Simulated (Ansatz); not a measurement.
# What SrLiH3 (model cell, started as cubic perovskite with Sr in the octahedra) distorts into, part 2 of 3

Wanted: the energy along a soft mode of SrLiH3 (model cell, started as cubic perovskite with Sr in the octahedra) and the structure at the end.

Ansatz 0.2.0; DFT PBEsol, scalar-relativistic, plane waves, PAW.

So far, highest frequency on path, mesh or solved points (cm⁻¹): step 2 (phonons on a q mesh) 1389. Also lowest frequency on the path (cm⁻¹): step 2 -560.

The structure was built from a prototype and need not be the compound's stable phase.

## 4. The mode frozen in, largest atomic shift 0.6 Å

The atoms are moved along the unstable eigenvector, the largest shift by 0.6 Å, with the cell fixed.

The input, input.yaml:

```yaml
crystal:
  lattice:
    - [-4.5923772974, 0.0, 0.0]
    - [0.0, -4.5923772974, -4.5923772974]
    - [0.0, -4.5923772974, 4.5923772974]
  atoms:
    - { symbol: Li, position: [1.0, 1.0, 0.0] }
    - { symbol: Li, position: [1.0, 0.5, 0.5] }
    - { symbol: Sr, position: [0.5, 0.0, 0.5] }
    - { symbol: Sr, position: [0.5, 0.5, 0.0] }
    - { symbol: H, position: [0.5, 0.815325643, 0.815325643] }
    - { symbol: H, position: [0.5, 0.184674357, 0.184674357] }
    - { symbol: H, position: [0.5, 0.315325643, 0.684674357] }
    - { symbol: H, position: [0.5, 0.684674357, 0.315325643] }
    - { symbol: H, position: [0.0, 0.0, 0.5] }
    - { symbol: H, position: [0.0, 0.5, 0.0] }
kpoints:
  mp_grid: { grid: [6, 4, 4] }
hamiltonian:
  xc: pbesol
scf:
  occupations: { method: gaussian, width: 0.02 }
output:
  forces: true
  stress: true
  eigenvalues: true
```

Run with:

```sh
$ ansatz run input.yaml --threads 8 --pin off --max-ram 14336MiB --backend cpu --events-out ev --progress --plain --runs-dir out
```

Output:

```text
[...]
Crystal: 10 atoms, lattice volume = 193.706 Å³
Basis set: ecut = 420 eV, 3787 PW (Γ), exchange–correlation on 64×90×90 points (8 copies of the dense FFT grid, shifted against one another)
Bands: 26, of which v1, the nominal top of the filled ones, is band 16 counted from 1 (15 counted from 0)
Symmetry: 16 space group operations
[...]
k-points: 24 of 96
[...]
k-point 0: bands = [... 12 lower, -0.5434, -0.3521, 0.3038, 0.3038, 3.0093, 5.1226, 5.1226, 5.8706, ... 5 higher]
  k-point 1: bands = [... 12 lower, -0.4632, -0.3134, 0.1791, 0.2154, 3.3482, 4.6601, 5.2709, 5.6954, ... 5 higher]
  k-point 2: bands = [... 12 lower, -0.2917, -0.2917, 0.0768, 0.0768, 3.9723, 3.9723, 5.6088, 5.6089, ... 5 higher]
  k-point 23: bands = [... 12 lower, -0.0411, -0.0411, 0.2063, 0.2063, 2.3965, 2.3965, 5.6957, 5.6957, ... 5 higher]
[key lines of the parts left out:]
SCF converged after 6 iterations
Free energy (F): -7485.217349 eV
Fermi energy:    1.576706 eV
P = ⅓ Tr σ = -1.1698 GPa (-11.698 kbar)
```

Elapsed: 0.89 s, on 8 threads of Arm Neoverse V2, shared host; peak memory 0.6 GiB.

Numbers from this step:

```yaml
pressure: -1.170 GPa
gap_on_the_k_mesh: 1.640 eV
energy_from_the_undistorted_cell: -58.54 meV/atom
```

The energy, extrapolated to zero smearing, is -58.54 meV/atom against the undistorted cell.

The run ends at a pressure of -1.17 GPa, with forces up to 0.32 eV/Å.

## 5. Energy along the mode, all amplitudes (two of the runs are shown above)

An imaginary frequency means negative curvature, so the energy should fall and then rise again as anharmonic terms take over.

This step gave:

| Property | Result |
| --- | --- |
| depth at the lowest point sampled | 58.54 meV/atom |
| largest atomic shift at that point | 0.6 Å |

Table of energy from the parent by largest atomic shift:

```
largest atomic shift (Å)  energy from the parent (meV/atom)
                   0.000                                  0
                   0.040                             -0.363
                   0.080                              -1.45
                   0.140                              -4.37
                   0.220                              -10.5
                   0.320                              -21.2
                   0.450                              -38.1
                   0.600                              -58.5
```

Displacement at unit largest shift by atom:

```
atom  x (Å)  y (Å)  z (Å)  size
 Li1   0.00   0.00   0.00  0.00
 Li2   0.00   0.00   0.00  0.00
 Sr3   0.00   0.00   0.00  0.00
 Sr4   0.00   0.00   0.00  0.00
  H5   0.00  -1.00   0.00  1.00
  H6   0.00   1.00   0.00  1.00
  H7   0.00   0.00  -1.00  1.00
  H8   0.00   0.00   1.00  1.00
  H9   0.00   0.00   0.00  0.00
 H10   0.00   0.00   0.00  0.00
```

The energy still falls at the last step, so the rise lies beyond the steps tried.

## 6. Relaxation from the frozen mode

Starting from the lowest point found, all atoms and the cell are let go, so that strain and other modes of the same symmetry can join in.

input.yaml, as its differences from that of step 4:

```diff
@@ -21,3 +21,3 @@
 scf:
-  occupations: { method: gaussian, width: 0.02 }
+  occupations: { method: fixed }
 output:
@@ -26 +26,6 @@
   eigenvalues: true
+relax:
+  adjacent_minimum: "off"
+  f_tol: 0.002
+  max_steps: 120
+  cell: { stress_tol: 0.03 }
```

Output:

```text
[...]
Crystal: 10 atoms, lattice volume = 193.706 Å³
Basis set: ecut = 420 eV, 3787 PW (Γ), exchange–correlation on 64×90×90 points (8 copies of the dense FFT grid, shifted against one another)
Bands: 26, of which v1, the nominal top of the filled ones, is band 16 counted from 1 (15 counted from 0)
Symmetry: 16 space group operations
[...]
k-points: 24 of 96
[...]
SCF iter   1: F=—  HF=-7485.233473 eV  |F-HF|=—  |Δ(HF+E_count)|=         —  Δρ=5.63e-3  dr2=5.54e-2  ethr=1.77e-3  ⟨swp⟩=5.4  Hψ=2828  notcnv=0  defer=134
[...]
SCF iter   6: F=-7485.217349 eV  HF=-7485.217349 eV  |F-HF|=7.32e-9  |Δ(HF+E_count)|=   1.46e-7  Δρ=2.36e-6  dr2=1.35e-8  ethr=3.13e-10  ⟨swp⟩=16.2  Hψ=4828  notcnv=0
SCF 1 converged in 6 iterations: F = -7485.217349 eV  dr2 = 1.35e-8
[...]
relax step   1: F+E_penalty+E_count = -7485.21734907 eV  Δ(F+E_penalty+E_count) = +0.000e0 eV  max|allowed force component| = 3.211e-1 eV/Å  Δτ_max = 0.0000 Å  P = -1.170 GPa  Ω = 193.706 Å³  (6 SCF iters, dr2 threshold 1.00e-7 eV, accepted)
Crystal: 10 atoms, lattice volume = 185.930 Å³
Basis set: ecut = 420 eV, 3627 PW (Γ), exchange–correlation on 64×90×90 points (8 copies of the dense FFT grid, shifted against one another)
[...]
iter 1 solved again at ethr=4.90e-4 eV; its pass at ethr=3.10e-3 eV (dr2=1.57e-1 eV) is discarded
[...]
SCF iter   5: F=-7485.484732 eV  HF=-7485.484732 eV  |F-HF|=3.30e-7  |Δ(HF+E_count)|=   2.19e-5  Δρ=1.70e-5  dr2=5.85e-7  ethr=3.12e-9  ⟨swp⟩=12.4  Hψ=4721  notcnv=0
the search or the solves at the SCF's close seem to have found levels that the self-consistency loop had missed (the run counts 1). By its estimate they hold under 1e-12 electrons; where the run keeps them, the occupations were computed again with them
SCF 2 converged in 5 iterations: F = -7485.484732 eV  dr2 = 5.85e-7
relax step   2: F+E_penalty+E_count = -7485.48473220 eV  Δ(F+E_penalty+E_count) = -2.674e-1 eV  max|allowed force component| = 2.052e-1 eV/Å  Δτ_max = 0.1954 Å  P = -1.007 GPa  Ω = 185.930 Å³  energy of the carried Pulay correction = +2.529e-3 eV  (5 SCF iters, dr2 threshold 1.00e-6 eV, accepted)
Crystal: 10 atoms, lattice volume = 172.079 Å³
Basis set: ecut = 420 eV, 3419 PW (Γ), exchange–correlation on 64×90×90 points (8 copies of the dense FFT grid, shifted against one another)
[...]
SCF iter   5: F=-7485.604450 eV  HF=-7485.604450 eV  |F-HF|=3.01e-7  |Δ(HF+E_count)|=   3.42e-5  Δρ=1.75e-5  dr2=5.30e-7  ethr=3.12e-9  ⟨swp⟩=13.2  Hψ=4754  notcnv=0
SCF 3 converged in 5 iterations: F = -7485.604450 eV  dr2 = 5.30e-7
relax step   3: F+E_penalty+E_count = -7485.60445018 eV  Δ(F+E_penalty+E_count) = -1.197e-1 eV  max|allowed force component| = 4.663e-2 eV/Å  Δτ_max = 0.1973 Å  P = +0.165 GPa  Ω = 172.079 Å³  energy of the carried Pulay correction = +7.300e-3 eV  (5 SCF iters, dr2 threshold 1.00e-6 eV, accepted)
[...]
relax step   4: F+E_penalty+E_count = -7485.60746316 eV  Δ(F+E_penalty+E_count) = -3.013e-3 eV  max|allowed force component| = 1.118e-2 eV/Å  Δτ_max = 0.0294 Å  P = +0.069 GPa  Ω = 173.001 Å³  energy of the carried Pulay correction = +6.971e-3 eV  (5 SCF iters, dr2 threshold 5.21e-7 eV, accepted)
[...]
relax step   5: F+E_penalty+E_count = -7485.60771742 eV  Δ(F+E_penalty+E_count) = -2.543e-4 eV  max|allowed force component| = 3.619e-3 eV/Å  Δτ_max = 0.0045 Å  P = -0.049 GPa  Ω = 173.854 Å³  energy of the carried Pulay correction = +6.669e-3 eV  (5 SCF iters, dr2 threshold 5.68e-8 eV, accepted)
[...]
relax step   6: F+E_penalty+E_count = -7485.60786734 eV  Δ(F+E_penalty+E_count) = -1.499e-4 eV  max|allowed force component| = 3.454e-3 eV/Å  Δτ_max = 0.0025 Å  P = +0.016 GPa  Ω = 173.512 Å³  energy of the carried Pulay correction = +6.790e-3 eV  (5 SCF iters, dr2 threshold 1.06e-8 eV, accepted)
[...]
relax step   7: F+E_penalty+E_count = -7485.60787863 eV  Δ(F+E_penalty+E_count) = -1.128e-5 eV  max|allowed force component| = 1.296e-4 eV/Å  Δτ_max = 0.0015 Å  P = -0.000 GPa  Ω = 173.553 Å³  energy of the carried Pulay correction = +6.775e-3 eV  (4 SCF iters, dr2 threshold 5.42e-9 eV, accepted)
Basis set: ecut = 420 eV, 3435 PW (Γ), exchange–correlation on 60×90×90 points (8 copies of the dense FFT grid, shifted against one another)
[...]
SCF iter   5: F=-7485.602818 eV  HF=-7485.602818 eV  |F-HF|=5.46e-12  |Δ(HF+E_count)|=  1.55e-10  Δρ=6.78e-8  dr2=1.14e-11  ethr=1.00e-12  ⟨swp⟩=16.5  Hψ=4833  notcnv=0
SCF 8 converged in 5 iterations: F = -7485.602818 eV  dr2 = 1.14e-11
relax step   8: F+E_penalty+E_count = -7485.60281764 eV  Δ(F+E_penalty+E_count) = +5.061e-3 eV  max|allowed force component| = 2.574e-4 eV/Å  Δτ_max = 0.0000 Å  P = -0.027 GPa  Ω = 173.553 Å³  stress off target by 2.84e-2 GPa  SCF on the basis re-selected at this cell (its energy is not comparable with the rows above)  (5 SCF iters)
basis re-selected at this cell: Δ(F+E_penalty+E_count) = +5.061e-3 eV, ΔP = -0.027 GPa vs the last step (what re-selecting the basis moved, of the pressure what is left beyond the Pulay correction that the steps carried, after the strain that the cell walked since its last selection, with what the two solves' SCF thresholds leave and, on support functions, any second-order correction that the steps lacked; it is no measure of the basis error at this ecutwfc). The dense FFT grid was sized anew with the basis: this SCF ran on 30×45×45 points, the steps before it on 32×45×45, so part of this shift can come from that change (see relax.cell in the input reference). [rest of the remark cut]
SCF converged after 5 iterations
Free energy (F): -7485.602818 eV
[...]
Internal energy: -7485.602818 eV  (E = F + TS)
E sigma→0 (E₀):  -7485.602818 eV
Fermi energy:    1.734894 eV
[...]
--- Forces (eV/Å), atoms counted from 1 ---
  atom   1  Li     0.00000000     0.00000000     0.00000000
  atom   2  Li    -0.00000000    -0.00000000    -0.00000000
  atom   3  Sr    -0.00000000    -0.00000000     0.00000000
  atom   4  Sr     0.00000000     0.00000000     0.00000000
  atom   5  H     -0.00000000    -0.00025741    -0.00000000
  atom   6  H      0.00000000     0.00025741     0.00000000
  atom   7  H      0.00000000    -0.00000000    -0.00025741
  atom   8  H     -0.00000000     0.00000000     0.00025741
  atom   9  H      0.00000000     0.00000000     0.00000000
  atom  10  H      0.00000000    -0.00000000     0.00000000
  max |Σ_I F_I| component: 5.42e-20 eV/Å
--- Stress (GPa, compression-positive) ---
       -0.028385       0.000000       0.000000
        0.000000      -0.026218      -0.000000
        0.000000      -0.000000      -0.026218
  P = ⅓ Tr σ = -0.0269 GPa (-0.269 kbar)
--- Band table (eV; the first three rows and the last of 24) ---
  k-point 0: bands = [... 12 lower, -0.4843, -0.0810, 1.1700, 1.1700, 4.1564, 5.5391, 5.5391, 6.6010, ... 6 higher]
  k-point 1: bands = [... 12 lower, -0.3378, -0.0512, 1.0057, 1.0542, 4.3360, 5.1362, 5.8918, 6.3636, ... 6 higher]
  k-point 2: bands = [... 12 lower, -0.0852, -0.0852, 0.8813, 0.8813, 4.6444, 4.6444, 6.2306, 6.2306, ... 6 higher]
  k-point 23: bands = [... 12 lower, 0.3960, 0.3960, 0.7504, 0.7504, 2.8634, 2.8634, 5.9881, 5.9881, ... 6 higher]
--- Relaxed structure (7 steps of the walk, 7 accepted, 1 SCFs on fresh bases) ---
  F+E_penalty+E_count = -7485.60281764 eV   max|allowed force component| = 2.574e-4 eV/Å   (the final SCF, on the basis selected at the relaxed cell)
  cell:  # Å, volume = 173.5527 Å³
    - [-4.435728, 0, 0]
    - [0, -4.423013, -4.423013]
    - [0, -4.423013, 4.423013]
  atoms:
    - { symbol: Li, position: [1.0, 1.0, 0.0] }
    - { symbol: Li, position: [1.0, 0.5, 0.5] }
    - { symbol: Sr, position: [0.5, 0.0, 0.5] }
    - { symbol: Sr, position: [0.5, 0.5, 0.0] }
    - { symbol: H, position: [0.5, 0.855269, 0.855269] }
    - { symbol: H, position: [0.5, 0.144731, 0.144731] }
    - { symbol: H, position: [0.5, 0.355269, 0.644731] }
    - { symbol: H, position: [0.5, 0.644731, 0.355269] }
    - { symbol: H, position: [0, 0.0, 0.5] }
    - { symbol: H, position: [0, 0.5, 0.0] }
```

Elapsed: 6.4 s, on 8 threads; peak memory 0.63 GiB; 44 s of CPU time.

Relaxation path:

```
step  energy less that of the first step (eV)  largest force component (eV/Å)  pressure (GPa)  volume (Å³)
   1                                   0.0000                          0.3211           -1.17       193.71
   2                                  -0.2674                          0.2052           -1.01       185.93
   3                                  -0.3871                          0.0466            0.17       172.08
   4                                  -0.3901                          0.0112            0.07       173.00
   5                                  -0.3904                          0.0036           -0.05       173.85
   6                                  -0.3905                          0.0035            0.02       173.51
   7                                  -0.3905                          0.0001            0.00       173.55
  8*                                  -0.3855                          0.0003           -0.03       173.55
```

Relaxation steps marked * repeat the geometry before them on a plane-wave basis chosen anew for their cell, so energy and pressure can jump there.

The run keeps the 16 symmetry operations that the program found, so distortions that break them were not tested.

```
     cell as run  before  after   change
           a (Å)   4.592  4.436   -3.4 %
           b (Å)   6.495  6.255   -3.7 %
           c (Å)   6.495  6.255   -3.7 %
volume (Å³/atom)   19.37  17.36  -10.4 %
```

The atoms that moved most (Å, as changes of fractional coordinates times the final cell):

```
atom     dx      dy      dz  length
  H7  0.000   0.000  -0.353   0.353
  H8  0.000   0.000   0.353   0.353
  H5  0.000  -0.353   0.000   0.353
  H6  0.000   0.353   0.000   0.353
```

Read from the output:

| Quantity | Value |
| --- | --- |
| pressure | -0.02694 GPa |
| gap on the k-mesh | 1.128 eV |
| volume per atom | 17.36 Å³ |

The distorted start has space group P4/mbm; the relaxation ends in P4/mbm.

## 7. The new phase in its own primitive cell

The relaxed structure is symmetrised, reduced to its primitive cell and relaxed tightly, as its phonons need.

The input, input.yaml:

```yaml
crystal:
  lattice:
    - [6.2550848244, 0.0, 0.0]
    - [0.0, 6.2550848244, 0.0]
    - [0.0, 0.0, 4.4357282094]
  atoms:
    - { symbol: Li, position: [0.0, 0.5, 0.0] }
    - { symbol: Li, position: [0.5, 0.0, 0.0] }
    - { symbol: Sr, position: [0.0, 0.0, 0.5] }
    - { symbol: Sr, position: [0.5, 0.5, 0.5] }
    - { symbol: H, position: [0.8552686692, 0.3552686692, 0.5] }
    - { symbol: H, position: [0.1447313308, 0.6447313308, 0.5] }
    - { symbol: H, position: [0.3552686692, 0.1447313308, 0.5] }
    - { symbol: H, position: [0.6447313308, 0.8552686692, 0.5] }
    - { symbol: H, position: [0.0, 0.0, 0.0] }
    - { symbol: H, position: [0.5, 0.5, 0.0] }
kpoints:
  mp_grid: { grid: [4, 4, 6] }
hamiltonian:
  xc: pbesol
scf:
  occupations: { method: fixed }
output:
  forces: true
  stress: true
  eigenvalues: true
relax:
  adjacent_minimum: "off"
  f_tol: 0.001
  max_steps: 60
  cell: { stress_tol: 0.01 }
```

Output:

```text
[...]
Crystal: 10 atoms, lattice volume = 173.553 Å³
Basis set: ecut = 420 eV, 3435 PW (Γ), exchange–correlation on 90×90×60 points (8 copies of the dense FFT grid, shifted against one another)
Bands: 26, of which v1, the nominal top of the filled ones, is band 16 counted from 1 (15 counted from 0)
Symmetry: 16 space group operations
[...]
k-points: 24 of 96
[...]
- { symbol: Li, position: [0.500000, 0, 0.0] }
    - { symbol: Sr, position: [0, 0, 0.500000] }
    - { symbol: Sr, position: [0.500000, 0.500000, 0.500000] }
    - { symbol: H, position: [0.855393, 0.355393, 0.500000] }
    - { symbol: H, position: [0.144607, 0.644607, 0.500000] }
    - { symbol: H, position: [0.355393, 0.144607, 0.500000] }
    - { symbol: H, position: [0.644607, 0.855393, 0.500000] }
    - { symbol: H, position: [0, 0, 0.0] }
    - { symbol: H, position: [0.500000, 0.500000, 0.0] }
[key lines of the parts left out:]
SCF converged after 4 iterations
Free energy (F): -7485.602837 eV
Fermi energy:    1.745283 eV
P = ⅓ Tr σ = -0.0003 GPa (-0.003 kbar)
```

Wall time 3.3 s (8 threads); peak memory 0.6 GiB; 22 s of CPU time.

Little changed from the start: no atom moved by 0.005 Å and no cell edge by 0.1 %.

This step gave:

* pressure: -2.54e-4 GPa
* gap on the k-mesh: 1.123 eV
* volume per atom: 17.33 Å³
* direct gap on mesh: 1.730 eV

The largest force component left is 0.55 meV/Å and the pressure is 0.000 GPa, within the tolerances set. The cell now holds 17.33 Å³/atom.

(Continued in part 3 of 3.)

[Long decimals in the printed logs are rounded to 6 places.]

[Logs are printed without paths, hosts, clocks, repeated set-up lines and the standing remarks that a program may print on its own settings, such as how far it seeks lower states.]

[Hosts, paths, dates, database ids (printed as entryN), source tags and the programs' standing remarks are cut or masked in the printed files.]

[Where the starting crystal was built by hand or by swapping elements, it need not be the compound's stable phase.]
